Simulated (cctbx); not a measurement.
# Interatomic vectors of Cd2Mo3S8

Space group P6_3mc (no. 186), a = 7.6260 Å, b = 7.6260 Å, c = 12.3920 Å, α = 90.00°, β = 90.00°, γ = 120.00°, content Cd4 Mo6 S16.

Simulated single-crystal data (cctbx): Cu Kα, λ = 1.54184 Å, to d = 0.83 Å, 80 % of the full sphere, strongest reflection 40000 counts, noise from counting, a 1.5 % proportional error and a noise floor of 2 counts (s.d.); no absorption, some extinction.

Patterson synthesis, origin scaled to 1000:

```text
Patterson group P 6/m m m
      u       v       w   height  length (A)
  0.000   0.000   0.000   1000.0     0.00
  0.333   0.667   0.500    446.3     7.60
  0.000   0.000   0.401    376.5     4.96
  0.000   0.500   0.000    359.7     3.81
  0.000   0.500   0.200    332.8     4.55
  0.333   0.667   0.100    236.1     4.57
  0.170   0.340   0.302    182.1     4.36
  0.165   0.330   0.500    154.6     6.57
  0.000   0.500   0.395    151.2     6.20
  0.165   0.330   0.103    121.1     2.53
  0.333   0.667   0.308     52.9     5.83
  0.333   0.667   0.401     46.7     6.64
  0.165   0.331   0.402     38.8     5.44
  0.000   0.000   0.186     25.1     2.31
```

Q: Assign the vectors.

A peak at u stands for all pairs with xi − xj = u, with weight Σ ZiZj against Σ Z² = 23896 at the origin. Peak heights follow these weights only roughly, since form factors, motion and series ripples differ, all vectors within 0.55 Å of a peak are counted as merged into it though the farther ones add only part of their weight, and F(000) is left out, which lowers the whole map:

| u | v | w | shortest length (Å) | height | 1000 ΣZiZj/ΣZ² | pairs in the cell |
| --- | --- | --- | --- | --- | --- | --- |
| 0.333 | 0.667 | 0.500 | 7.60 | 446 | 457 | 3 × Mo–Mo, 2 × Cd–Cd, 4 × S–S |
| 0.000 | 0.000 | 0.401 | 4.97 | 376 | 426 | 2 × Cd–Cd, 6 × Mo–S, 2 × Cd–S |
| 0.000 | 0.500 | 0.000 | 3.81 | 360 | 424 | 4 × Mo–Mo, 12 × S–S |
| 0.000 | 0.500 | 0.200 | 4.55 | 333 | 402 | 4 × Cd–Mo, 2 × Cd–S |
| 0.333 | 0.667 | 0.100 | 4.57 | 236 | 329 | 6 × Mo–S, 1 × Cd–Cd, 2 × Cd–S |
| 0.170 | 0.340 | 0.302 | 4.36 | 182 | 276 | 2 × Cd–Mo, 2 × Cd–S, 4 × S–S |
| 0.165 | 0.330 | 0.500 | 6.57 | 155 | 190 | 2 × Mo–Mo, 4 × S–S |
| 0.000 | 0.500 | 0.395 | 6.20 | 151 | 233 | 6 × Mo–S, 2 × Cd–S |
| 0.165 | 0.330 | 0.103 | 2.53 | 121 | 233 | 6 × Mo–S, 2 × Cd–S |
| 0.333 | 0.667 | 0.308 | 5.82 | 53 | 107 | 2 × Cd–S, 4 × S–S |

The table stops at ten peaks or at a height of 45, below which ripples compete. In the model behind the data Cd, the heaviest element, has 2 independent sites: (2/3, 1/3, 0.3530) and (2/3, 1/3, 0.9584), up to an allowed shift of origin; the Cd–Cd vectors are differences of these positions and their symmetry mates. Elements of similar Z can't be told apart from the map alone. The whole model:

```csv
atom,mult.,x,y,z,Ueq (Å²)
Cd1,2,2/3,1/3,0.3530,0.0147
Cd2,2,2/3,1/3,0.9584,0.0110
Mo1,6,0.8338,0.1662,0.6419,0.0137
S1,2,2/3,1/3,0.7528,0.0184
S2,2,0,0,0.0415,0.0135
S3,6,0.1599,0.8401,0.7328,0.0156
S4,6,0.5252,0.4748,0.5298,0.0249
```

This is a model crystal, built by substitution and not relaxed, with assumed displacement parameters.

[Logs are printed without paths, hosts, clocks, repeated set-up lines and the standing remarks that a program may print on its own settings, such as how far it seeks lower states.]
